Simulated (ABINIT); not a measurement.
# ZnSe (Stilleite): G0W0 with ABINIT, start to end, part 3 of 3

How does a plane-wave GW calculation on ZnSe (Stilleite) run from the first input to the gap?

ABINIT 10.8.3; PBE and many-body steps on it, plane waves. Known limits of the many-body steps: not at the basis limit; no spin-orbit coupling; coarse k mesh.

So far. Step 4 (Empty states on the mesh, 4×4×4 mesh, 149 bands): On this mesh the gap is 1.289 eV. Step 5 (Screening, 4×4×4 mesh, 141 bands, screening to 163.3 eV): Local fields lower ε∞ by 7 %. On a Γ-centred mesh this coarse the value itself is usually too large, while a short band sum pulls it down.

## Step 6: Self-energy, 4×4×4 mesh, 141 bands, screening to 163.3 eV

The self-energy is evaluated for the states that the input lists, and the levels follow from it, in one-shot runs by the linearised quasiparticle equation.

This step: G0W0 on PBE, plane waves, norm-conserving pseudopotentials.

File run.abi:

```
acell 3*1.0 Angstrom
rprim 
  -0.000000000000 2.833800000000 2.833800000000
  2.833800000000 0.000000000000 2.833800000000
  2.833800000000 2.833800000000 -0.000000000000
ntypat 2
znucl 30 34
natom 2
typat 1 2
xred 
  0.000000000000 0.000000000000 0.000000000000
  0.250000000000 0.250000000000 0.250000000000
pp_dirpath "pseudos"
pseudos "Zn.upf, Se.upf"
ecut 48
ngkpt 4 4 4
nshiftk 1
shiftk 0 0 0
kptopt 1
chksymbreak 0
istwfk *1
occopt 1
irdwfk 1
optdriver 4
nband 141
gwcalctyp 0
ecutsigx 48
symsigma 1
nkptgw 1
kptgw 
  0.0000000000 0.0000000000 0.0000000000
bdgw 
  20 26
ecuteps 6
irdscr 1
ppmodel 1
indata_prefix "in"
outdata_prefix "out"
tmpdata_prefix "tmp"
```

The run is started by

```sh
OMP_NUM_THREADS=1 mpirun -n 8 abinit run.abi > log
```

Numbers of over 12 decimals in the logs are rounded to 6 here.

The log of the run:

```text
.Version 10.8.3 of ABINIT. v10.8.2 released Aug 2026.

 Symmetries : space group F-4 3 m (#216); Bravais cF (face-center cubic)
[... echo of the input left out ...]
== DATASET  1 ==================================================================
-   mpi_nproc: 8, omp_nthreads: 1 (-1 if OMP is not activated)

--- !DatasetInfo
iteration_state: {dtset: 1, }
dimensions: {natom: 2, nkpt: 8, mband: 141, nsppol: 1, nspinor: 1, nspden: 1, mpw: 4910, }
cutoff_energies: {ecut:  48.0, pawecutdg:  -1.0, }
electrons: {nelect:   4.40000000E+01, charge:   0.00000000E+00, occopt:   1.00000000E+00, tsmear:   1.00000000E-02, }

 SIGMA: Calculation of the GW corrections

 Based on a program developped by R.W. Godby, V. Olevano, G. Onida, and L. Reining.
 Incorporated in ABINIT by V. Olevano, G.-M. Rignanese, and M. Torrent.
.Using double precision arithmetic ; gwpc =  8

[... cell and pseudopotentials left out ...]
--------------------------------------------------------------------------------

 ==== K-mesh for the wavefunctions ====
 Number of points in the irreducible wedge :     8
[... list of points left out ...]
 Together with 24 symmetry operations and time-reversal symmetry
 yields    64 points in the full Brillouin Zone.

 ==== Q-mesh for screening function ====
 Number of points in the irreducible wedge :     8
[... list of points left out ...]
 Together with 24 symmetry operations and time-reversal symmetry
 yields    64 points in the full Brillouin Zone.

 vcoul_init : cutoff-mode = AUXILIARY_FUNCTION
 q-points for optical limit:   1
     1)      0.000010    0.000020    0.000030
 setmesh: FFT mesh size selected  =    48x   48x   48
          total number of points  =       110592

 Number of electrons calculated from density =   44.0000; Expected =   44.0000
 average of density, n =  0.143258
 r_s =    1.1856
 omega_plasma =   36.5103 [eV]

 === KS Band Gaps ===
  >>>> For spin  1
   Minimum direct gap =   1.2885 [eV], located at k-point      :   0.0000  0.0000  0.0000
   Fundamental gap    =   1.2885 [eV], Top of valence bands at :   0.0000  0.0000  0.0000
                                       Bottom of conduction at :   0.0000  0.0000  0.0000
 SIGMA fundamental parameters:
 PLASMON POLE MODEL  1
 number of plane-waves for SigmaX                 4909
 number of plane-waves for SigmaC and W            181
 number of plane-waves for wavefunctions          4909
 number of bands                                   141
 number of independent spin polarizations            1
 number of spinorial components                      1
 number of k-points in IBZ                           8
 number of q-points in IBZ                           8
 number of symmetry operations                      24
 number of k-points in BZ                           64
 number of q-points in BZ                           64
 number of frequencies for dSigma/dE                 9
 frequency step for dSigma/dE [eV]                0.25
 number of omega for Sigma on real axis              0
 max omega for Sigma on real axis  [eV]           0.00
 zcut for avoiding poles [eV]                     0.10

 EPSILON^-1 parameters (SCR file):
 dimension of the eps^-1 matrix on file            181
 dimension of the eps^-1 matrix used               181
 number of plane-waves for wavefunctions          4909
 number of bands                                   141
 number of q-points in IBZ                           8
 number of frequencies                               2
 number of real frequencies                          1
 number of imag frequencies                          1

 matrix elements of self-energy operator (all in [eV])

 Perturbative Calculation

--- !SelfEnergy_ee
iteration_state: {dtset: 1, }
kpoint     : [   0.000,    0.000,    0.000, ]
spin       : 1
KS_gap     :    1.289
QP_gap     :    2.008
Delta_QP_KS:    0.720
data: !SigmaeeData |
     Band     E0 <VxcDFT>   SigX SigC(E0)      Z dSigC/dE  Sig(E)    E-E0       E
       20   4.164 -17.093 -19.827   1.971   0.801  -0.248 -17.704  -0.611   3.553
       21   4.164 -17.093 -19.827   1.971   0.801  -0.248 -17.704  -0.611   3.553
       22   4.164 -17.093 -19.827   1.971   0.801  -0.248 -17.704  -0.611   3.553
       23   5.453 -12.787  -8.817  -3.837   0.818  -0.223 -12.679   0.109   5.562
       24   9.979 -11.028  -6.246  -4.424   0.818  -0.223 -10.735   0.293  10.272
       25   9.979 -11.028  -6.246  -4.424   0.818  -0.223 -10.735   0.293  10.272
       26   9.979 -11.028  -6.246  -4.424   0.818  -0.223 -10.735   0.293  10.272

== END DATASET(S) ==============================================================
================================================================================

 -outvars: echo values of variables after computation  --------
           etotal      0.0000000000E+00
            nband         141
             nkpt           8
          spgroup         216
 [... the other variables as echoed above ...]

 Calculation completed.
```

Wall time 5.5 s (8 MPI ranks of Intel Xeon Platinum 8488C (Sapphire Rapids), shared host); peak memory 1.3 GiB; 40 s of CPU time.

Numbers from this step:

* G0W0 gap on the points computed: 2.009 eV
* starting gap on the mesh: 1.289 eV
* k of the valence top: 0, 0, 0
* k of the conduction bottom: 0, 0, 0
* Z at the valence top: 0.801
* Z at the conduction bottom: 0.818
* least direct G0W0 gap on the computed points: 2.009 eV

The gap on the mesh goes from 1.29 eV to 2.01 eV, a correction of +0.72 eV.

Limits: finite bands, cutoff and mesh; no spin-orbit coupling; coarse k mesh. v1 is the top filled band, c1 the lowest empty one. Levels before and after the correction, in eV, zero at the valence-band top of each column:

|  | conduction bottom | valence top |
| --- | --- | --- |
| Kohn-Sham | 1.29 | 0.00 |
| G0W0 | 2.01 | 0.00 |

```csv
,level,energy (eV)
Kohn-Sham,Γ v3-v1,0.000
Kohn-Sham,Γ c1,1.289
Kohn-Sham,Γ c2-c4,5.814
G0W0,Γ v3-v1,0.000
G0W0,Γ c1,2.009
G0W0,Γ c2-c4,6.719
```

## Step 7: Where the time went

Times are wall times on 8 MPI ranks of Intel Xeon Platinum 8488C (Sapphire Rapids), shared host, good to a factor of about two.

```csv
step,time,share,memory (GiB)
ground state,17 s,9 %,0.73
bands along the symmetry lines,20 s,11 %,0.69
empty states on the mesh,96 s,52 %,11
screening,45 s,25 %,2.1
self-energy,5.5 s,3 %,1.3
```

## Step 8: Summary of results

| Item | Value |
| --- | --- |
| PBE gap | 1.29 eV, direct |
| G0W0 gap on the mesh | 2.01 eV |
| GW settings | 4×4×4 mesh, 141 bands, screening to 163.3 eV, Godby-Needs plasmon pole |
| known limits | not at the basis limit; no spin-orbit coupling; coarse k mesh |

**Reading.** G0W0 moves the gap on the mesh from 1.29 eV to 2.01 eV (+0.72 eV), with Z of 0.80 and 0.82 at the edges. Local fields lower the RPA ε∞ on this mesh from 14.48 to 13.53; a Γ-centred mesh this coarse tends to raise both, most where the direct gap is narrow, while a short band sum lowers them. Only 1 of the mesh's irreducible points was corrected, so a valley elsewhere could overtake. The dearest step here is «empty states on the mesh». Against experiment, by G0W0@PBE: the direct gap of 2.01 eV lies −0.69 eV from the measured 2.695 ± 0.003 eV (exciton, 300 K, 2023). An exciton line or allowed optical edge lies below the quasiparticle gap by the binding energy; a forbidden edge can push the onset above it. The calculation has static nuclei and no excitons; a measured gap holds zero-point and thermal motion, which mostly lowers it. Against the values above the computed gap that would widen the miss. A likelier cause is too strong a screening: the start's gap is only 1.29 eV, the mesh is coarse, and one shot does not repair that. Bands and cutoff are finite, so the gap is not at the basis limit. The miss can reach some tenths of an eV and take either sign; the mesh is an error of its own. In the G0W0 run levels were corrected at 1 k point alone, so a gap called «on the mesh» is the least over those, and an edge elsewhere would be missed. The 4×4×4 mesh is coarse for this cell, which bears on the long-range parts of exchange and screening. The many-body steps are scalar-relativistic: spin-orbit coupling is not in them.

[Paths, hosts, dates, memory and timing lines, banners, echoed tables and standing remarks are left out of the program output.]

[Logs are printed without paths, hosts, clocks, repeated set-up lines and the standing remarks that a program may print on its own settings, such as how far it seeks lower states.]

[Runs of the session that timed out or met a known fault of the program may be left out.]

[No measured gap is set beside runs whose start may be inverted or whose files or cutoffs have a known fault.]

[Hosts, paths, dates, database ids (printed as entryN), source tags and the programs' standing remarks are cut or masked in the printed files.]

[G0W0 gaps are taken among the corrected bands and points alone; a level outside them can change the order at an edge.]

[Where Ansatz stands beside ABINIT at settings called matched, ABINIT's density can come from a denser mesh and the files from another edition; pairs whose starting gaps differed by over 0.03 eV were left out, so agreement reads better than it is.]
